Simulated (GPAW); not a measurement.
# Ballistic transport through fluorene-2,7-dithiol between two Pt chains, cheap and dear, part 3 of 3

Aim: T(E), conductance and thermopower of fluorene-2,7-dithiol between two Pt chains, and what cheaper settings cost in accuracy.

GPAW 26.7.0; GPAW LCAO, PAW setups; Landauer transmission from Green's functions with principal layers (ASE), zero bias.

So far, transmission at the Fermi level (one spin): step 2 (double-zeta polarised basis, PBE, GPAW) 0.846; step 3 (basis szp(dzp), PBE, GPAW) 0.657; step 4 (basis sz(dzp), PBE, GPAW) 0.503; step 5 (RPBE) 0.837; step 8 (k-points along the lead 40, PBE, GPAW) 0.851.

### 9. Potential alignment off, mixing 0.02, mixing history 5

Without the shift, lead and junction are matched by their Fermi levels alone. Mixing changes the road to self-consistency, not its end. The mixing history changes the road to self-consistency, not its end.

Contents of run.py:

```python
import json
import numpy as np
from ase import Atoms
from ase.transport.calculators import TransportCalculator
from gpaw import GPAW, FermiDirac
from gpaw.lcao.tools import get_lcao_hamiltonian
from scipy.linalg import eigh

# The junction with lead layers at both ends, along the third cell vector
device = Atoms(
    ['Pt', 'Pt', 'Pt', 'Pt', 'Pt', 'Pt', 'Pt', 'S', 'C', 'H', 'H', 'C', 'C', 'C', 'C', 'H', 'C', 'H', 'H', 'C', 'C', 'C', 'H', 'C', 'C', 'H', 'C', 'C', 'H', 'S', 'Pt', 'Pt', 'Pt', 'Pt', 'Pt', 'Pt', 'Pt'],
    positions=[
        [6.57784, 5.11754, 1.20000],
        [6.57784, 5.11754, 3.60000],
        [6.57784, 5.11754, 6.00000],
        [6.57784, 5.11754, 8.40000],
        [6.57784, 5.11754, 10.80000],
        [6.57784, 5.11754, 13.20000],
        [6.57784, 5.11754, 15.60000],
        [5.54197, 6.12406, 17.45375],
        [5.51449, 6.09452, 19.23499],
        [3.34902, 6.09740, 19.33713],
        [7.67498, 6.11217, 19.46169],
        [4.27648, 6.08885, 19.90641],
        [6.71119, 6.09427, 19.95973],
        [4.21173, 6.07209, 21.30527],
        [6.63727, 6.07783, 21.34423],
        [3.25000, 6.06681, 21.80692],
        [5.39738, 6.06554, 22.01878],
        [8.39015, 5.17502, 22.22637],
        [8.37749, 6.98508, 22.24666],
        [7.77861, 6.07463, 22.34129],
        [5.64437, 6.05080, 23.44495],
        [7.03861, 6.05470, 23.66320],
        [3.69347, 6.04058, 24.36528],
        [4.76780, 6.03814, 24.51581],
        [7.57331, 6.04377, 24.94216],
        [8.64843, 6.05025, 25.09168],
        [5.29874, 6.02668, 25.81198],
        [6.69090, 6.02397, 26.02727],
        [4.61361, 6.02556, 26.65683],
        [7.34387, 6.01779, 27.68500],
        [6.57784, 5.11754, 29.71607],
        [6.57784, 5.11754, 32.11607],
        [6.57784, 5.11754, 34.51607],
        [6.57784, 5.11754, 36.91607],
        [6.57784, 5.11754, 39.31607],
        [6.57784, 5.11754, 41.71607],
        [6.57784, 5.11754, 44.11607]],
    cell=[[13.15568, 0.0, 0.0], [0.0, 10.23508, 0.0], [0.0, 0.0, 45.31607]],
    pbc=True)

# One principal layer of the lead: the first 5 atoms of the device
lead = Atoms(
    ['Pt', 'Pt', 'Pt', 'Pt', 'Pt'],
    positions=[
        [6.57784, 5.11754, 1.20000],
        [6.57784, 5.11754, 3.60000],
        [6.57784, 5.11754, 6.00000],
        [6.57784, 5.11754, 8.40000],
        [6.57784, 5.11754, 10.80000]],
    cell=[[13.15568, 0.0, 0.0], [0.0, 10.23508, 0.0], [0.0, 0.0, 12.0]],
    pbc=True)

settings = dict(mode='lcao', basis='dzp', xc='PBE', h=0.2,
                occupations=FermiDirac(0.1), maxiter=250,
                mixer=dict(beta=0.02, nmaxold=5, weight=100.0),
                convergence=dict(density=0.0001))
energies = np.arange(-3, 3 + 1e-9, 0.075)
eta = 0.0001
n1, n2 = 1, 1
# k and -k transmit alike, so half of the mesh across the current serves
mesh = [(i, j) for i in range(n1) for j in range(n2) if (i, j) <= (-i % n1, -j % n2)]
weights = np.array([1 if (i, j) == (-i % n1, -j % n2) else 2 for i, j in mesh]) / (n1 * n2)

# [... helper functions left out ...]
fermi_lead = ground_state(lead, (1, 1, 10), 'lead.txt')
fermi_device = ground_state(device, (1, 1, 2), 'device.txt')
# [... loop over the mesh left out, but for ...]
        # Lead and device are aligned by their Fermi levels alone
        shift = 0.0
# [...]
kT = 8.617333e-5 * 200
bias = [0.1, 0.2, 0.5, 1.0, 1.5, 2.0]
# [... integrals and printing left out ...]
```

Command:

```console
$ OMP_NUM_THREADS=1 OPENBLAS_NUM_THREADS=1 python run.py
```

Output:

```text
basis functions: device 613, principal layer 135
Fermi level: lead -5.0726 eV, device -4.6691 eV; lead shifted by 0.0000 eV
largest coupling past the next layer 8.09e-06 eV, largest misfit of the first layer 0.213 eV
  E-E_F (eV)   T (one spin)  [channel counts left out]
    -3.000    1.4579e-01
    -2.925    1.8101e-01
    -2.850    2.3859e-01
    -2.775    3.2928e-01
    -2.700    4.6524e-01
    -2.625    6.4720e-01
    -2.550    8.3914e-01
    -2.475    9.6914e-01
    -2.400    9.9678e-01
    -2.325    9.5108e-01
    -2.250    8.8076e-01
    -2.175    8.1412e-01
    -2.100    7.5835e-01
    -2.025    6.9976e-01
    -1.950    3.7789e-01
    -1.875    8.9408e-01
[...]
2.475    2.7584e-02
     2.550    5.3699e-02
     2.625    1.4276e-01
     2.700    6.5528e-01
     2.775    4.4817e-01
     2.850    1.0551e-01
     2.925    3.7663e-02
     3.000    5.9554e-03
conductance at 200 K: 0.83876 G0 a cell; thermopower 7.796 uV/K
current from the zero-bias T(E) at 0.1 V: 6.4768 uA
current from the zero-bias T(E) at 0.2 V: 12.837 uA
current from the zero-bias T(E) at 0.5 V: 30.034 uA
current from the zero-bias T(E) at 1.0 V: 45.544 uA
current from the zero-bias T(E) at 1.5 V: 59.149 uA
current from the zero-bias T(E) at 2.0 V: 73.368 uA
```

Elapsed: 12 min, on 1 thread of Intel Xeon Platinum 8375C at 2.90GHz (Ice Lake), shared host; peak memory 2.2 GiB.

This step gave:

| Property | Result |
| --- | --- |
| conductance | 0.8388 G₀ |
| thermopower | 7.796 μV/K |
| largest misfit of the first principal layer | 0.2135 eV |
| shift that aligns the lead | 0 eV |
| transmission at the Fermi level (one spin) | 0.8454 |

One spin. Table of transmission, zone mean by energy, zero at the Fermi level:

energy (eV), transmission, zone mean and a bar:
```
    -3.00      0.146 ####
    -2.85      0.239 #######
    -2.70      0.465 ##############
    -2.55      0.839 #########################
    -2.40      0.997 ##############################
    -2.33      0.951 #############################
    -2.17      0.814 ########################
    -2.02      0.700 #####################
    -1.88      0.894 ###########################
    -1.73      0.849 ##########################
    -1.57      0.944 ############################
    -1.35      0.974 #############################
    -1.20      0.891 ###########################
    -1.05      0.873 ##########################
    -0.90      0.722 ######################
    -0.75      0.686 #####################
    -0.60      0.691 #####################
    -0.38      0.472 ##############
    -0.23      0.982 ##############################
    -0.07      0.928 ############################
     0.00      0.845 #########################
     0.07      0.729 ######################
     0.23      0.425 #############
     0.38      0.173 #####
     0.60      0.046 #
     0.75      0.002 
     0.90      0.002 
     1.05      0.002 
     1.20      0.002 
     1.35      0.002 
     1.57      0.002 
     1.73      0.002 
     1.88      0.003 
     2.02      0.004 
     2.17      0.006 
     2.33      0.011 
     2.55      0.054 ##
     2.70      0.655 ####################
     2.85      0.106 ###
     3.00      0.006
```

Not self-consistent under bias; the bias window is split evenly. Table of current through one cell, from the zero-bias transmission by bias:

```
bias (V)  current through one cell, from the zero-bias transmission (μA)
   0.100                                                            6.48
   0.200                                                            12.8
   0.500                                                            30.0
   1.000                                                            45.5
   1.500                                                            59.1
   2.000                                                            73.4
```

Transmission of the three most open eigenchannels against energy, zero at the Fermi level:

```
energy (eV)  channel 1  channel 2  channel 3
    -3.0000      0.145     6.2e-4     3.5e-5
    -2.7750      0.328     7.8e-4     1.6e-5
    -2.4750      0.968    0.00114     2.6e-6
    -2.2500      0.879    0.00146    2.4e-10
    -2.0250      0.698    0.00163     2.1e-6
    -1.7250      0.817     0.0315     2.5e-4
    -1.5000      0.953    0.00126     9.7e-6
    -1.2750      0.972     7.8e-4     1.2e-5
    -0.9750      0.788    0.00148     2.4e-5
    -0.7500      0.684    0.00161     3.0e-5
    -0.5250      0.624    0.00143     3.0e-5
    -0.2250      0.981     9.3e-4     2.2e-5
     0.0000      0.845     6.7e-4     2.0e-5
     0.2250      0.425     2.6e-4     1.0e-5
     0.5250     0.0747     2.9e-5     1.9e-6
     0.7500    0.00179    9.9e-12          0
     0.9750    0.00181          0          0
     1.2750    0.00176          0          0
     1.5000    0.00195          0          0
     1.7250    0.00243          0          0
     2.0250    0.00414          0          0
     2.2500    0.00823          0          0
     2.4750     0.0276          0          0
     2.7750      0.448          0          0
     3.0000    0.00596          0          0
```

The conductance equals that of the dzp run to 0.2 %.

### 10. Summary of results

| Quantity | Value |
| --- | --- |
| conductance | 0.839 G₀ |
| transmission at the Fermi level, mean of the spins | 0.846 |
| thermopower | 7.82 μV/K |

In the dzp basis the junction conducts 0.839 G₀ at 200 K, with T = 0.846 a spin at the Fermi level; no smaller basis tried comes within 10 % of that conductance. At the Fermi level one eigenchannel carries the current (0.85). The positive thermopower says that the thermally weighted transmission is larger below the Fermi level, as for hole-like transport. Measured against the first run (dzp), the nearest curve is that of dzp-RPBE (r.m.s. 0.032) and the farthest that of sz (0.28). Over the compared runs wall time goes from 344 s (sz) to 672 s (dzp-RPBE), on a shared host. The geometry was built from estimated bond lengths and not relaxed, so the numbers describe this model structure. The run had no spin polarisation, so a magnetic state, which chains and small molecules with open shells often have, wasn't tested. Spin-orbit coupling is left out, which matters for the heavy atoms here. Semilocal functionals put molecular levels too near the Fermi level, so such conductances usually come out too high, and chain electrodes have a sharper density of states than real ones. An evenly spaced straight chain is an idealisation: free chains tend to dimerise, zigzag or, where a band edge lies near the Fermi level, turn magnetic. The currents use the zero-bias T(E) throughout, which holds only while the bias is small against the distance to the nearest feature. The energy step is wider than the thermal energy, so the conductance and thermopower rest on interpolation of T(E).

[Logs are printed without paths, hosts, clocks, repeated set-up lines and the standing remarks that a program may print on its own settings, such as how far it seeks lower states.]

[Hosts, paths, dates, database ids (printed as entryN), source tags and the programs' standing remarks are cut or masked in the printed files.]
